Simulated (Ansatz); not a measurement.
# Decaying states in the gap of TeH3Br, part 3 of 3

Wanted: the relaxed cell of TeH3Br, its band edges and its decay constants. It is built by putting Te for O in the H3BrO structure of space group Cm, with the volume rescaled by atomic radii. The parent structure comes from the Materials Project.

Ansatz 0.2.0; PBE DFT, plane waves, PAW files (the session's first sound run).

So far, gap on path (eV): step 3 (the bulk crystal and its band edges, PBE) 3.43; step 6 (r2SCAN, cutoff 500 eV) 3.84.

The structure was built from a prototype and need not be the compound's stable phase.

## (7) Complex bands at another level, cutoff 500 eV

This step: r2SCAN DFT, plane waves, PAW files; complex bands by layer matching along the plane's normal (Ansatz 0.2.0).

The complex bands at that level, over its own gap, at (0, 0) and (-0.5, -0.5).

Contents of input.yaml:

```yaml
crystal:
  lattice:
    - [5.71485489, 0.0, 0.0]
    - [0.0, 4.995433548, 0.0]
    - [2.857427445, 1.725318959, 3.716677954]
  atoms:
    - { symbol: H, position: [0.7186590621, 0.7117831246, 0.5626818758] }
    - { symbol: H, position: [0.7188276654, 0.2855045619, 0.988786656] }
    - { symbol: H, position: [0.2923856786, 0.2855045619, 0.988786656] }
    - { symbol: Br, position: [0.039831774, 0.96444289, 0.920336452] }
    - { symbol: Te, position: [0.48887782, 0.5153058616, 0.02224436] }
kpoints:
  mp_grid: { grid: [6, 6, 6] }
scf:
  occupations: { method: fixed }
hamiltonian:
  xc: r2scan
output:
  eigenvalues: true
  transmission:
    leads: [[0, 0]]
    kpoints: [[0.0, 0.0], [-0.5, -0.5]]
    e_range: [-1.0, 4.84]
    de: 0.12
```

The run is started by

```
$ ansatz run input.yaml --threads 2 --pin off --max-ram 4096MiB --backend cpu --events-out ev --progress --plain --runs-dir out
```

Numbers of over 12 decimals in the logs are rounded to 6 here.

The program printed:

```text
[...]
Crystal: 5 atoms, lattice volume = 106.104 Å³
Basis set: ecut = 500 eV, 2677 PW (Γ), exchange–correlation on 180×160×160 points (64 copies of the dense FFT grid, shifted against one another)
Bands: 18, of which v1, the nominal top of the filled ones, is band 13 counted from 1 (12 counted from 0)
Symmetry: 2 space group operations
[...]
k-points: 68 of 216 (time reversal used)
[...]
SCF iter   1: F=—  HF=-9835.534813 eV  |F-HF|=—  |Δ(HF+E_count)|=         —  Δρ=5.33e-3  dr2=8.64e-2  dr2_τ=1.08e-2  ethr=1.77e-3  ⟨swp⟩=5.0  Hψ=5817  notcnv=0  defer=202
[...]
SCF iter   7: F=-9835.473574 eV  HF=-9835.473574 eV  |F-HF|=3.34e-9  |Δ(HF+E_count)|=   2.17e-7  Δρ=3.14e-6  dr2=1.38e-8  dr2_τ=4.78e-10  ethr=3.85e-10  ⟨swp⟩=10.0  Hψ=6159  notcnv=0
SCF 1 converged in 7 iterations: F = -9835.473574 eV  dr2 = 1.38e-8
[...]
transmission: 6 of 12 steps passed
transmission: 12 of 12 steps passed
SCF converged after 7 iterations
Free energy (F): -9835.473574 eV
[...]
Internal energy: -9835.473574 eV  (E = F + TS)
E sigma→0 (E₀):  -9835.473574 eV
Fermi energy:    1.233374 eV
[...]
--- Band table (eV; the first three rows and the last of 68) ---
  k-point 0: bands = [... 9 lower, -1.6018, 0.6789, 0.7873, 0.7883, 5.0753, 5.0756, 5.4994, 7.4852, ... 1 higher]
  k-point 1: bands = [... 9 lower, -1.6759, 0.0276, 0.7733, 0.8258, 5.1295, 5.3777, 6.5643, 7.4680, ... 1 higher]
  k-point 2: bands = [... 9 lower, -2.1519, 0.3664, 0.8534, 0.9068, 5.2597, 5.4808, 6.9161, 7.5820, ... 1 higher]
  k-point 67: bands = [... 9 lower, -2.2419, 0.1661, 0.9401, 1.1770, 5.1104, 5.9838, 7.1302, 7.8531, ... 1 higher]
--- Transmission ---
  basis      : 295 plane waves across, 6 finite elements along
  points     : 2, as listed
[...]
crystal 0  : H3Br1Te1, at the sites [0, 0], period 3.7167 Å: whole cells are its period
[...]
channels       : 0.000000e0 a spin
[...]
slowest decay  : 0.2322 /Å at (0.0000, 0.0000)
```

Elapsed: 34 s, on 2 threads of Intel Xeon 6975P-C (Granite Rapids), shared host; peak memory 0.99 GiB; 55 s of CPU time.

Numbers from this step:

```
level to which the leads are filled                       : 1.920 eV from the Fermi level
decay constant at the filling level, zone centre          : 0.2322 Å⁻¹
decay constant at the filling level, slowest listed point : 0.2322 Å⁻¹
```

K parallel (0, 0); values up to 1.5 1/Å, a degenerate pair printed once or twice; energies at which all values exceed this have no row. The Im kz of the slowest decaying states by energy, zero at the highest filled level on the SCF mesh:

| energy (eV) | decay 1 (Å⁻¹) | decay 2 (Å⁻¹) | decay 3 (Å⁻¹) | decay 4 (Å⁻¹) |
| --- | --- | --- | --- | --- |
| -1.000 | 0.762 | 0.782 | 0.872 | 1.10 |
| -0.520 | 0.0841 | 0.237 | 0.368 | 0.691 |
| -0.040 | 0.155 | 0.510 | 0.613 | 0.715 |
| 0.440 | 0.161 | 0.201 | 0.699 | 0.716 |
| 1.040 | 0.217 | 0.227 | 0.705 | 0.738 |
| 1.520 | 0.234 | 0.237 | 0.690 | 0.736 |
| 2.000 | 0.231 | 0.242 | 0.669 | 0.747 |
| 2.480 | 0.218 | 0.235 | 0.643 | 0.680 |
| 2.960 | 0.193 | 0.213 | 0.581 | 0.618 |
| 3.440 | 0.148 | 0.164 | 0.459 | 0.508 |
| 4.040 | 0.167 | 0.427 | 0.535 | 0.657 |
| 4.520 | 0.193 | 0.408 | 0.488 | 0.584 |

K parallel (-0.5, -0.5); values up to 1.5 1/Å, a degenerate pair printed once or twice; energies at which all values exceed this have no row. The Im kz of the slowest decaying states by energy, zero at the highest filled level on the SCF mesh:

| energy (eV) | decay 1 (Å⁻¹) | decay 2 (Å⁻¹) | decay 3 (Å⁻¹) | decay 4 (Å⁻¹) |
| --- | --- | --- | --- | --- |
| -1.00 | 0.618 | 0.875 | 1.25 | - |
| -0.76 | 0.574 | 0.803 | 1.23 | - |
| -0.52 | 0.448 | 0.748 | 1.21 | - |
| -0.28 | 0.0272 | 0.719 | 1.19 | - |
| -0.04 | 0.173 | 0.704 | 1.17 | - |
| 0.20 | 0.168 | 0.461 | 0.699 | 1.14 |
| 0.44 | 0.198 | 0.571 | 0.704 | 1.12 |
| 0.56 | 0.209 | 0.597 | 0.713 | 1.10 |
| 0.80 | 0.225 | 0.618 | 0.740 | 1.08 |
| 1.04 | 0.237 | 0.619 | 0.768 | 1.05 |
| 1.28 | 0.245 | 0.613 | 0.791 | 1.02 |
| 1.52 | 0.249 | 0.604 | 0.806 | 0.991 |
| 1.76 | 0.251 | 0.594 | 0.815 | 0.962 |
| 2.00 | 0.250 | 0.582 | 0.816 | 0.933 |
| 2.24 | 0.247 | 0.569 | 0.806 | 0.909 |
| 2.48 | 0.241 | 0.557 | 0.780 | 0.893 |
| 2.72 | 0.232 | 0.546 | 0.737 | 0.883 |
| 2.96 | 0.219 | 0.541 | 0.676 | 0.876 |
| 3.20 | 0.201 | 0.567 | 0.870 | 1.44 |
| 3.32 | 0.190 | 0.544 | 0.867 | 1.43 |
| 3.56 | 0.160 | 0.483 | 0.859 | 1.40 |
| 3.80 | 0.0904 | 0.369 | 0.851 | 1.38 |
| 4.04 | 0.0718 | 0.305 | 0.448 | 0.842 |
| 4.28 | 0.311 | 0.508 | 0.831 | 1.34 |
| 4.52 | 0.291 | 0.524 | 0.819 | 1.31 |
| 4.76 | 0.260 | 0.519 | 0.805 | 1.29 |

At the listed wavevectors the last open channel is at -0.04 eV and the next at +3.92 eV on the grid. At +1.88 eV, the grid energy nearest the filling level (the middle of the gap on the SCF mesh), the slowest state at the listed wavevectors decays with κ = 0.232 Å⁻¹, its amplitude falling by e over 4.3 Å; the first such run, plane (100), gave 0.221 Å⁻¹.

## (8) Summary of results

- band gap: 3.43 eV
- least decay constant at mid-gap, normal to (100): 0.221 Å⁻¹
- least decay constant at mid-gap, normal to (001): 0.316 Å⁻¹
- least decay constant, r2SCAN: 0.232 Å⁻¹

In words: With PBE, the slowest decay at the wavevectors tried is κ = 0.221 Å⁻¹, normal to (100). Through such a film the transmission near mid-gap falls as exp(−2κd), a factor of ten every 5.2 Å. The decay depends on direction: 1.4 times faster normal to (001). A free electron under a barrier of half the gap would need a mass of 0.11 mₑ to decay at this rate. With r2SCAN the gap goes from 3.43 to 3.84 eV and the decay constant, over the first 2 listed wavevectors, from 0.221 to 0.232 Å⁻¹. The compound is made up by substitution; its stability against other phases and against distortions of the cell's symmetry was not tested. A semilocal functional narrows gaps, while spin-orbit coupling, left out here, narrows them in compounds of heavy elements, so the error in κ can go either way.

[Logs are printed without paths, hosts, clocks, repeated set-up lines and the standing remarks that a program may print on its own settings, such as how far it seeks lower states.]

[Hosts, paths, dates, database ids (printed as entryN), source tags and the programs' standing remarks are cut or masked in the printed files.]
